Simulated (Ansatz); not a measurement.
# Nb-W-W-Nb stack of (111) layers: lattice stability ahead of a resistivity run, part 2 of 2

Question: is the lattice of Nb-W-W-Nb stack of (111) layers stable, and if so, what are its coupling constant and resistivity?

Ansatz 0.2.0; DFT PBEsol, scalar-relativistic, plane waves, PAW; PAW set soft_1.

So far: Set-up; Rough relaxation; Relaxation.

### Step 4. Tight relaxation

Phonons are second derivatives about the minimum, so the remaining forces must be small: the thresholds are tightened.

The input, input.yaml:

```yaml
crystal:
  lattice:
    - [2.7559134819, 0.0, 0.0]
    - [-1.377956741, 2.386691086, 0.0]
    - [0.0, 0.0, 38.7046186377]
  atoms:
    - { symbol: Nb, position: [0.0, 0.0, 0.1350284374] }
    - { symbol: W, position: [0.3333333333, 0.6666666667, 0.1996953023] }
    - { symbol: W, position: [0.6666666667, 0.3333333333, 0.2626758727] }
    - { symbol: Nb, position: [0.0, 0.0, 0.3273427377] }
  periodic: [true, true, false]
kpoints:
  mp_grid: { grid: [12, 12, 1] }
hamiltonian:
  xc: pbesol
  pseudopotentials: { kind: paw, azcp: { folder: soft_1 }, xc_functional: pbe }
scf:
  occupations: { method: methfessel_paxton, width: 0.2 }
output:
  forces: true
  stress: true
  eigenvalues: true
relax:
  adjacent_minimum: "off"
  f_tol: 0.001
  max_steps: 60
  cell: { stress_2d_tol: 0.002 }
```

Launch:

```bash
> ansatz run input.yaml --threads 4 --pin off --max-ram 12288MiB --backend cpu --events-out ev --progress --plain --runs-dir out
```

Numbers of over 12 decimals in the logs are rounded to 6 here.

The log of the run:

```text
[the first part of the log is left out]
  E_aug_tail   = 0.000385  (compensation charges beyond the density's cutoff)
  E_ewald      = 124861.283606
  E_core_change = 0.821135  (= ΣΔE_core)
  E_smearing   = -0.001667  (= −TS)
  E_closure    = 0.000000  (closes the sum)
  Σ components = -29502.621841   (vs F -29502.621841, Δ=0.00e0)
--- Forces (eV/Å), atoms counted from 1 ---
  atom   1  Nb    -0.00000000    -0.00000000    -0.00002669
  atom   2  W     -0.00000000     0.00000000     0.00003361
[...]
0.000000      -0.000000       0.000000
  P = ½ c Tr σ = 0.0005 N/m
--- Band table (eV; the first three rows and the last of 19) ---
[...]
--- Relaxed structure (4 steps of the walk, 3 accepted, 1 SCFs on fresh bases) ---
[...]
cell:  # Å, volume = 254.6563 Å³
    - [2.756325, 2.8871894183871892e-11, 0]
    - [-1.378163, 2.387048, 0]
    - [0, 0, 38.7046186377]
  atoms:
    - { symbol: Nb, position: [0, 0, 0.135084] }
    - { symbol: W, position: [0.333333, 0.666667, 0.199712] }
    - { symbol: W, position: [0.666667, 0.333333, 0.262659] }
    - { symbol: Nb, position: [0, 0, 0.327287] }
```

Wall time 18 s (4 threads of Arm Neoverse V2, shared host); peak memory 0.76 GiB.

Little changed from the start: no atom moved by 0.005 Å and no cell edge by 0.1 %.

### Step 5. Phonons: q 2×2×1, k 6×6×1

Before any scattering is computed, the phonons show whether the structure is a minimum.

The input, input.yaml:

```yaml
crystal:
  lattice:
    - [2.7563252399, 0.0, 0.0]
    - [-1.37816262, 2.3870476788, 0.0]
    - [0.0, 0.0, 38.7046186377]
  atoms:
    - { symbol: Nb, position: [0.0, 0.0, 0.1350838005] }
    - { symbol: W, position: [0.3333333333, 0.6666666667, 0.1997120274] }
    - { symbol: W, position: [0.6666666667, 0.3333333333, 0.2626591477] }
    - { symbol: Nb, position: [0.0, 0.0, 0.3272873746] }
  periodic: [true, true, false]
kpoints:
  mp_grid: { grid: [6, 6, 1] }
hamiltonian:
  xc: pbesol
  pseudopotentials: { kind: paw, azcp: { folder: soft_1 }, xc_functional: pbe }
scf:
  occupations: { method: methfessel_paxton, width: 0.2 }
output:
  eigenvalues: true
phonons:
  method: dfpt
  qmesh: [2, 2, 1]
  temperatures: { t_max: 1000, t_step: 50 }
  qpath:
    path:
      - [0.0, 0.0, 0.0]
      - [0.5, 0.0, 0.0]
      - [0.33333333, 0.33333333, 0.0]
      - [0.0, 0.0, 0.0]
    npoints: 10
```

The log of the run:

```text
Warning: crystal.symmetry: narrowed to the stabiliser of the run's FFT grids — unitary ops 12 → 6. A phonons.method: dfpt run fills in the rows of the dynamical matrix that it does not solve by its symmetry operations, which is exact only for operations that map its FFT grids onto themselves: filled in by any other, the frequencies could depend on the order in which like atoms are typed, or, by more than the grids' own error, on where the crystal sits among the grids' points. Excluded: 6 operations. The run can therefore solve more perturbations, solve them on more k-points, or both, and cost more. [rest of the remark cut]
[...]
Crystal: 4 atoms, lattice volume = 254.656 Å³
Basis set: ecut = 420 eV, 4971 PW (Γ), exchange–correlation on 40×40×540 points (8 copies of the dense FFT grid, shifted against one another)
Bands: 33, of which v1, the nominal top of the filled ones, is band 27 counted from 1 (26 counted from 0)
Symmetry: 12 space group operations
k-points: 7 of 36 (irreducible under 6 space group operations, time reversal used)
[...]
SCF iter   1: F=—  HF=-29506.086478 eV  |F-HF|=—  |Δ(HF+E_count)|=         —  Δρ=4.78e-2  dr2=7.05e1  ethr=3.10e-3  ⟨swp⟩=13.0  Hψ=1730  notcnv=0
[...]
SCF iter   2: F=—  HF=-29506.301596 eV  |F-HF|=—  |Δ(HF+E_count)|=   2.15e-1  S|Δr|=    0.00e0  Δρ=3.80e-2  dr2=6.04e1  ethr=3.10e-3  ⟨swp⟩=11.0  Hψ=2522  notcnv=0
automatic band count: the SCF goes on with 39 bands, as 33 were too few: the levels above may hold too much charge
SCF iter   3: F=—  HF=-29502.773140 eV  |F-HF|=—  |Δ(HF+E_count)|=    3.53e0  S|Δr|=    0.00e0  Δρ=9.11e-3  dr2=8.63e-1  ethr=3.10e-3  ⟨swp⟩=4.9  Hψ=802  notcnv=0  defer=24
[...]
SCF iter  16: F=-29502.727777 eV  HF=-29502.727777 eV  |F-HF|=3.64e-12  |Δ(HF+E_count)|=   1.74e-9  S|Δr|=    0.00e0  Δρ=1.76e-8  dr2=1.04e-12  ethr=1.00e-12  ⟨swp⟩=27.1  Hψ=2550  notcnv=0
SCF 1 converged in 16 iterations: F = -29502.727777 eV  dr2 = 1.04e-12
[...]
phonons: the bands overlap, so this run is a metal and interpolates without the dipole-dipole term. If the crystal is really an insulator or semiconductor, its LO-TO splitting is missing
NSCF: frozen V_eff on 7 k-points
WARN: eigensolver did not converge (k=1): 1 band(s) unlocked after 2 eigensolves, warm-restarted (20 sweeps on the last) at ethr=2.01e-12 eV (storage-precision floor; scheduled 1.00e-12 eV) (lowest unlocked band 38, counted from 0; max residual 7.06e-4 eV among the unlocked bands, 7.06e-4 eV over every band; other slots of this pass that fall short are told together in one closing line; warning suppressed until the next SCF loop or pass starts)
WARN: eigensolver did not converge in 3 slots of this pass, the one above among them; of largest residual over every band (k=6): 1 band(s) unlocked (lowest unlocked band 38, counted from 0; max residual 3.88e-3 eV among the unlocked bands, 3.88e-3 eV over every band); of lowest unlocked band (k=1): band 38
[...]
DFPT response loops at q = (0, 0, 0) (fractional): preconditioner auto → none (partly filled bands, converged f_vac=0.689); β = 0.50; Broyden in place of MSR1
[...]
SCF converged after 16 iterations
Stability not checked: this state was not tested for a lower state beside it, because cold or Methfessel-Paxton smearing, or corrected tetrahedra, fill the levels in a way that the test cannot read (fill_not_monotonic; see scf.lower_state_search)
Free energy (F): -29502.727777 eV
[...]
Internal energy: -29502.707988 eV  (E = F + TS)
E sigma→0 (E₀):  -29502.722830 eV
Entropy (-TS):   -0.019790 eV (-4.947 meV/atom)
Fermi energy:    -5.027579 eV
[...]
--- Band table (eV; the first three rows and the last of 7) ---
  k-point 0: bands = [... 23 lower, -5.4359, -5.4359, -5.1826, -5.1826, -5.0514, -4.5998, -4.5079, -4.5079, ... 8 higher]
  k-point 1: bands = [... 23 lower, -6.1129, -5.8813, -5.3441, -5.2315, -5.0998, -4.8763, -4.3925, -4.2683, ... 8 higher]
  k-point 2: bands = [... 23 lower, -6.2174, -5.9907, -5.3750, -4.3204, -4.2227, -4.0410, -3.0389, -2.7129, ... 8 higher]
  k-point 6: bands = [... 23 lower, -6.0565, -6.0565, -5.1432, -5.1432, -5.1133, -5.1133, -3.9843, -3.6058, ... 8 higher]
--- Phonons (Γ-DFPT): 8 representative perturbations + reference (Σ response iterations 39) ---
  ASR residual: 1.982e-4 → 0.000e0 eV/Å²; symmetrization residual: 4.451e-5 eV/Å²
  The last average, over the group as it would stand without the narrowing to the FFT grids, took up to 3.104e-5 eV/Å² of the zone centre's force constants
  ASR residual per site (eV/Å²): 1.98e-4 4.65e-5 3.97e-5 1.61e-4
  Γ frequencies (cm⁻¹): -52.55 -52.55 -39.00 -39.00 -29.25 -29.25 0.00 0.00 0.00 108.64 179.58 209.21
--- Phonons (arbitrary-q DFPT): 2 irreducible q on the 2×2×1 mesh ---
  q = [0.0000, 0.0000, 0.0000] (star 1, of the zone-centre solve; hermiticity 5.71e-6, symmetrization 1.03e-11, taken by the last average 1.99e-6): -52.55 -52.55 -39.00 -39.00 -29.25 -29.25 -0.00 0.00 0.00 108.64 179.58 209.21
  q = [0.0000, -0.5000, 0.0000] (star 3, 12 solved perturbations on 13 of 36 k-point pairs; hermiticity 3.92e-6, symmetrization 2.50e-6, taken by the last average 1.19e-6): 56.04 71.63 77.34 87.13 89.92 102.18 115.11 134.06 188.24 196.62 222.75 226.34
  sum rule: each row above includes the acoustic sum rule's correction from the zone centre's row sums; it moved no ω² by more than (0.76 cm⁻¹)²
  mesh force constants: q→R imaginary residual 2.43e-17; ASR residual 1.982e-4 → 0.000e0 eV/Å²; symmetrization residual 1.066e-14 eV/Å²
  interpolated dispersion: 31 rows × 12 modes
  density of states and harmonic sums: on the 26×26×1 q-mesh, interpolated from the force constants of a 2×2×1 supercell (no non-analytic term)
  largest difference from the sums on the solved wave vectors: F 2.76e-1 eV, S 3.93e-4 and C_V 1.17e-4 eV/K
  zero-point energy: 0.086560 eV/cell   skipped modes (ω ≤ 0): 74, of them read as no rigid motion or as one in doubt: 71 (8.876e-1 modes/cell left out, lowest -54.43 cm⁻¹)   left out of the sums: 7.43e-2 of the cell's modes: C_V's classical limit lies that fraction below 3 k_B per atom; for a crystal, a wire or a layer, F and S can be off by more, and a phonons.interpolated_qmesh denser along its periods is the remedy for the sampling
```

Elapsed: 89 s, on 4 threads; peak memory 1.1 GiB.

This step gave:

```
share of imaginary modes in the plain interpolation between solved wavevectors : 0.0737
highest frequency, solved or plainly interpolated                              : 226.3 cm⁻¹
```

Solved on the 2×2×1 mesh alone; all other wavevectors are interpolated. Phonon branches along the path, in cm⁻¹:

```tsv
point	branch 1	branch 2	branch 3	branch 4	branch 9	branch 10	branch 11	branch 12
Γ	-53	-53	-39	-39	0	109	180	209
halfway	-52	42	55	61	140	144	173	195
M	56	72	77	87	188	197	223	226
halfway	52	70	95	114	180	188	215	216
K	77	77	84	92	175	175	198	198
halfway	-54	75	79	84	149	150	177	193
Γ	-53	-53	-39	-39	0	109	180	209
```

Among the solved wavevectors the lowest mode, translations apart, is -52.6 cm⁻¹, imaginary.

### Step 6. Phonons by linear response: q 3×3×1, k 9×9×1

An imaginary mode on so few k-points may come from the sampling, so the phonons are repeated with another q and k mesh.

input.yaml, as its differences from that of step 5:

```diff
@@ -12,3 +12,3 @@
 kpoints:
-  mp_grid: { grid: [6, 6, 1] }
+  mp_grid: { grid: [9, 9, 1] }
 hamiltonian:
@@ -22,3 +22,3 @@
   method: dfpt
-  qmesh: [2, 2, 1]
+  qmesh: [3, 3, 1]
   temperatures: { t_max: 1000, t_step: 50 }
```

The log of the run:

```text
[...]
Crystal: 4 atoms, lattice volume = 254.656 Å³
Basis set: ecut = 420 eV, 4971 PW (Γ), exchange–correlation on 40×40×540 points (8 copies of the dense FFT grid, shifted against one another)
Bands: 33, of which v1, the nominal top of the filled ones, is band 27 counted from 1 (26 counted from 0)
Symmetry: 12 space group operations
k-points: 12 of 81 (irreducible under 6 space group operations, time reversal used)
[...]
SCF iter   1: F=—  HF=-29505.973866 eV  |F-HF|=—  |Δ(HF+E_count)|=         —  Δρ=4.60e-2  dr2=6.22e1  ethr=3.10e-3  ⟨swp⟩=12.3  Hψ=2940  notcnv=0
[...]
SCF iter  15: F=-29502.680034 eV  HF=-29502.680034 eV  |F-HF|=1.75e-10  |Δ(HF+E_count)|=  5.42e-10  S|Δr|=    0.00e0  Δρ=4.58e-8  dr2=8.31e-12  ethr=1.00e-12  ⟨swp⟩=27.2  Hψ=4539  notcnv=0
SCF 1 converged in 15 iterations: F = -29502.680034 eV  dr2 = 8.31e-12
[...]
SCF converged after 15 iterations
[...]
Free energy (F): -29502.680034 eV
[...]
Internal energy: -29502.677148 eV  (E = F + TS)
E sigma→0 (E₀):  -29502.679313 eV
Entropy (-TS):   -0.002885 eV (-0.721 meV/atom)
Fermi energy:    -5.027554 eV
[...]
--- Band table (eV; the first three rows and the last of 12) ---
  k-point 0: bands = [... 23 lower, -5.4513, -5.4513, -5.1997, -5.1997, -5.0258, -4.5830, -4.4782, -4.4782, ... 8 higher]
  k-point 1: bands = [... 23 lower, -5.9674, -5.5841, -5.1194, -4.9744, -4.9480, -4.8676, -4.7783, -4.7602, ... 8 higher]
  k-point 2: bands = [... 23 lower, -6.3813, -5.8871, -5.3849, -5.3419, -5.2161, -4.4520, -3.9885, -3.6609, ... 8 higher]
  k-point 11: bands = [... 23 lower, -6.0480, -6.0480, -5.1104, -5.1104, -5.0793, -5.0793, -3.9960, -3.5968, ... 8 higher]
[...]
ASR residual: 1.958e-4 → 0.000e0 eV/Å²; symmetrization residual: 3.808e-5 eV/Å²
[...]
ASR residual per site (eV/Å²): 1.64e-4 5.56e-5 2.75e-5 1.96e-4
[...]
--- Phonons (arbitrary-q DFPT): 3 irreducible q on the 3×3×1 mesh ---
[...]
q = [0.3333, 0.3333, 0.0000] (star 2, 8 solved perturbations in 256 linear systems a pass and spin channel, the states on 45 of 81 k-point pairs; hermiticity 1.38e-6, symmetrization 4.20e-7, taken by the last average 1.55e-6): -43.95 33.06 121.79 121.79 140.99 157.03 157.03 161.78 208.72 208.72 222.10 222.10
[...]
interpolated dispersion: 31 rows × 12 modes
[...]
```

The job ended after 5.2 min (4 threads; peak memory 1.5 GiB; 20 min of CPU time).

This step gave:

```
share of imaginary modes in the plain interpolation between solved wavevectors : 0.1387
highest frequency, solved or plainly interpolated                              : 227.6 cm⁻¹
```

Solved on the 3×3×1 mesh alone; all other wavevectors are interpolated. The phonon branches at the labelled points (cm⁻¹):

```tsv
point	branch 1	branch 2	branch 3	branch 4	branch 9	branch 10	branch 11	branch 12
Γ	-58	-58	-46	-46	0	107	178	214
halfway	-75	-66	-40	30	135	159	190	200
M	-58	44	79	82	201	212	221	222
halfway	37	64	77	93	188	197	226	227
K	-44	33	122	122	209	209	222	222
halfway	-39	-11	34	56	148	165	190	197
Γ	-58	-58	-46	-46	0	107	178	214
```

Lowest modes at the softest wavevector of the mesh. The modes at q = (-0.333, 0.333, 0.000) (shares of kinetic energy by element, %) (negative means imaginary):

```tsv
mode	frequency (cm⁻¹)	Nb %	W %
1	-59.0	27	73
2	-38.3	87	13
3	-16.5	70	30
4	49.1	48	52
5	54.5	16	84
6	88.8	69	31
```

Displacements in mode 1 (-59.0 cm⁻¹), the largest set to 1, in the home cell (x, y, z of the real part, then of the imaginary part):
```
Nb1  0.33  0.57  0.00  0.36  0.63  0.00
W2   0.58  1.00  0.00 -0.02 -0.04  0.00
W3  -0.58 -1.00  0.00 -0.02 -0.04  0.00
Nb4 -0.33 -0.57  0.00  0.36  0.63  0.00
```

Displacements in mode 4 (49.1 cm⁻¹), the largest set to 1, in the home cell (x, y, z of the real part, then of the imaginary part):
```
Nb1  0.14 -0.08  0.98 -0.04  0.02 -0.21
W2  -0.07  0.04  0.59  0.01  0.00  0.45
W3  -0.07  0.04  0.59 -0.01  0.00 -0.45
Nb4  0.14 -0.08  0.98  0.04 -0.02  0.21
```

The modes has structure finer than the step of the table below, so its rows give means over 10 cm⁻¹, whole bins alone (the curve runs from -88.5 to 244 cm⁻¹). Peaks (cm⁻¹: height): Nb -67.6: 0.0315, 41.2: 0.0211, 85.2: 0.0598, 137.5: 0.0318, 152.1: 0.0275, 200.2: 0.0384, 223.2: 0.0582; W -34.1: 0.0272, 41.2: 0.028, 62.1: 0.0282, 85.2: 0.0382, 135.4: 0.0418, 152.1: 0.0554, 198.1: 0.0515.

Phonopy on the run's constants, 21x21x1 mesh, Gaussian sigma 2.4 cm⁻¹. The modes by wavenumber; means over each step; values in 1/cm⁻¹/cell:

```tsv
wavenumber (cm⁻¹)	Nb	W
-80	0.00732	8.1e-4
-70	0.0241	0.00241
-60	0.0182	0.00792
-50	0.00812	0.0112
-40	0.0120	0.0120
-30	0.00718	0.0186
-20	0.00904	0.0131
-10	0.00539	0.00666
0	0.00102	0.00218
10	0.00275	0.00508
20	0.00958	0.0147
30	0.0148	0.0193
40	0.0172	0.0218
50	0.0151	0.0219
60	0.0259	0.0238
70	0.0295	0.0215
80	0.0464	0.0269
90	0.0336	0.0242
100	0.0170	0.0149
110	0.0181	0.0161
120	0.0179	0.0209
130	0.0262	0.0363
140	0.0222	0.0290
150	0.0190	0.0359
160	0.0140	0.0189
170	0.00871	0.0214
180	0.0167	0.0347
190	0.0295	0.0462
200	0.0336	0.0439
210	0.0283	0.0219
220	0.0443	0.00483
230	0.0170	0.00101
```

No LO-TO term; unit eigenvectors of the mass-weighted matrix. The modes at Γ (shares of kinetic energy by element, %) (negative means imaginary):

```tsv
mode	frequency (cm⁻¹)	symmetry	Nb %	W %
1	-58.1	Eu	66	34
2	-58.1	Eu	66	34
3	-46.5	Eg	81	19
4	-46.5	Eg	81	19
5	-28.2	Eg	19	81
6	-28.2	Eg	19	81
7	0.0	unnamed	34	66
8	0.0	unnamed	34	66
9	0.0	unnamed	34	66
10	107.4	A1g	72	28
11	177.5	A2u	66	34
12	213.8	A1g	28	72
```

Displacements in mode 1 (-58.1 cm⁻¹), the largest set to 1:
```
Nb1  0.27  1.00  0.00
W2  -0.13 -0.51  0.00
W3  -0.13 -0.51  0.00
Nb4  0.27  1.00  0.00
```

Displacements in mode 3 (-46.5 cm⁻¹), the largest set to 1:
```
Nb1 -0.05  1.00  0.00
W2   0.02 -0.35  0.00
W3  -0.02  0.35  0.00
Nb4  0.05 -1.00  0.00
```

Among the solved wavevectors the lowest mode, translations apart, is -59 cm⁻¹, imaginary.

### Step 7. Phonons: Fermi–Dirac smearing of 0.3 eV

The phonons are repeated on the same meshes with a wide Fermi–Dirac smearing, to see whether the soft mode comes from sharp features of the Fermi surface.

input.yaml, as its differences from that of step 6:

```diff
@@ -17,3 +17,3 @@
 scf:
-  occupations: { method: methfessel_paxton, width: 0.2 }
+  occupations: { method: fermi_dirac, width: 0.3 }
 output:
```

The log of the run:

```text
[...]
band count auto-derived: 39 (N_el = 54.0; filled up to band 27; 33 by the electrons, moments and atoms)
[...]
Crystal: 4 atoms, lattice volume = 254.656 Å³
Basis set: ecut = 420 eV, 4971 PW (Γ), exchange–correlation on 40×40×540 points (8 copies of the dense FFT grid, shifted against one another)
Bands: 39, of which v1, the nominal top of the filled ones, is band 27 counted from 1 (26 counted from 0)
Symmetry: 12 space group operations
k-points: 12 of 81 (irreducible under 6 space group operations, time reversal used)
[...]
SCF iter   1: F=—  HF=-29506.586806 eV  |F-HF|=—  |Δ(HF+E_count)|=         —  Δρ=4.59e-2  dr2=6.20e1  ethr=3.10e-3  ⟨swp⟩=14.5  Hψ=3603  notcnv=0
[...]
SCF iter  13: F=-29503.382608 eV  HF=-29503.382608 eV  |F-HF|=6.18e-11  |Δ(HF+E_count)|=   2.93e-9  Δρ=2.75e-8  dr2=2.45e-12  ethr=1.00e-12  ⟨swp⟩=14.4  Hψ=4175  notcnv=0
SCF 1 converged in 13 iterations: F = -29503.382608 eV  dr2 = 2.45e-12
[...]
SCF converged after 13 iterations
Free energy (F): -29503.382608 eV
[...]
Internal energy: -29501.992165 eV  (E = F + TS)
E sigma→0 (E₀):  -29502.687387 eV
Entropy (-TS):   -1.390444 eV (-347.611 meV/atom)
Fermi energy:    -4.921020 eV
[...]
--- Band table (eV; the first three rows and the last of 12) ---
  k-point 0: bands = [... 23 lower, -5.3933, -5.3933, -5.1399, -5.1399, -5.0481, -4.5906, -4.4816, -4.4816, ... 8 higher]
  k-point 1: bands = [... 23 lower, -5.9243, -5.5427, -5.1341, -4.9513, -4.9162, -4.8772, -4.7813, -4.6999, ... 8 higher]
  k-point 2: bands = [... 23 lower, -6.3593, -5.8606, -5.4028, -5.3562, -5.2061, -4.4438, -3.9265, -3.6052, ... 8 higher]
  k-point 11: bands = [... 23 lower, -6.0251, -6.0251, -5.1274, -5.1274, -5.0957, -5.0957, -3.9373, -3.5765, ... 8 higher]
  ° read free of the cell's end (the report's vacuum.weakly_bound_levels)
[...]
ASR residual: 2.478e-3 → 0.000e0 eV/Å²; symmetrization residual: 3.650e-5 eV/Å²
[...]
ASR residual per site (eV/Å²): 2.48e-3 1.67e-3 1.63e-3 2.47e-3
[...]
--- Phonons (arbitrary-q DFPT): 3 irreducible q on the 3×3×1 mesh ---
[...]
interpolated dispersion: 31 rows × 12 modes
[...]
```

The job ended after 5.7 min (4 threads; peak memory 1.6 GiB).

This step gave:

* share of imaginary modes in the plain interpolation between solved wavevectors: 0.079
* highest frequency, solved or plainly interpolated: 233.8 cm⁻¹

Solved on the 3×3×1 mesh alone; all other wavevectors are interpolated. The phonon branches at the labelled points (cm⁻¹):

```tsv
point	branch 1	branch 2	branch 3	branch 4	branch 9	branch 10	branch 11	branch 12
Γ	-34	-34	-27	-27	6	100	172	201
halfway	-49	-36	-9	37	147	152	186	197
M	19	53	75	82	201	206	233	234
halfway	72	84	95	107	190	195	227	228
K	88	89	110	110	197	197	205	205
halfway	-26	45	54	69	154	160	190	196
Γ	-34	-34	-27	-27	6	100	172	201
```

Lowest modes at the softest wavevector of the mesh. Modes at q = (0.333, -0.333, 0.000), with each element's share of the kinetic energy (negative means imaginary):

```tsv
mode	frequency (cm⁻¹)	Nb %	W %
1	-35.4	54	46
2	18.3	87	13
3	38.0	35	65
4	53.3	44	56
5	69.2	14	86
6	93.5	68	32
```

Displacements in mode 1 (-35.4 cm⁻¹), the largest set to 1, in the home cell (x, y, z of the real part, then of the imaginary part):
```
Nb1 -0.53 -0.91  0.00  0.24  0.41  0.00
W2  -0.38 -0.65  0.00  0.00  0.00  0.00
W3   0.38  0.65  0.00  0.00  0.00  0.00
Nb4  0.53  0.91  0.00  0.24  0.41  0.00
```

Displacements in mode 6 (93.5 cm⁻¹), the largest set to 1, in the home cell (x, y, z of the real part, then of the imaginary part):
```
Nb1  0.04 -0.02 -0.97  0.07 -0.04  0.24
W2   0.20 -0.12 -0.34  0.08 -0.05  0.26
W3  -0.20  0.12  0.34  0.08 -0.05  0.26
Nb4 -0.04  0.02  0.97  0.07 -0.04  0.24
```

Among the solved wavevectors the lowest mode, translations apart, is -35.4 cm⁻¹, imaginary.

### Step 8. Summary of results

```json
{
 "phonon run of the rows without a label of their own": "PBEsol, q 3×3×1, k 9×9×1",
 "softest mode on the q mesh": "-59 cm⁻¹ at q = (-0.333, 0.333, 0)",
 "highest frequency, solved or plainly interpolated": "228 cm⁻¹"
}
```

In words: The lattice is dynamically unstable at this level: a mode at q = (-0.333, 0.333, 0) is imaginary, 59i cm⁻¹, so no harmonic coupling constant or resistivity is defined for this structure. These meshes are coarse, and single modes of a metal can move by tens of cm⁻¹ with the k mesh. Spin–orbit coupling, left out here, matters for W. The PAW files were made for PBE; under other functionals the run regenerates their frozen core. The structure was built by hand as an ordered model, and its stability against other phases was not tested.

[Logs are printed without paths, hosts, clocks, repeated set-up lines and the standing remarks that a program may print on its own settings, such as how far it seeks lower states.]

[Hosts, paths, dates, database ids (printed as entryN), source tags and the programs' standing remarks are cut or masked in the printed files.]
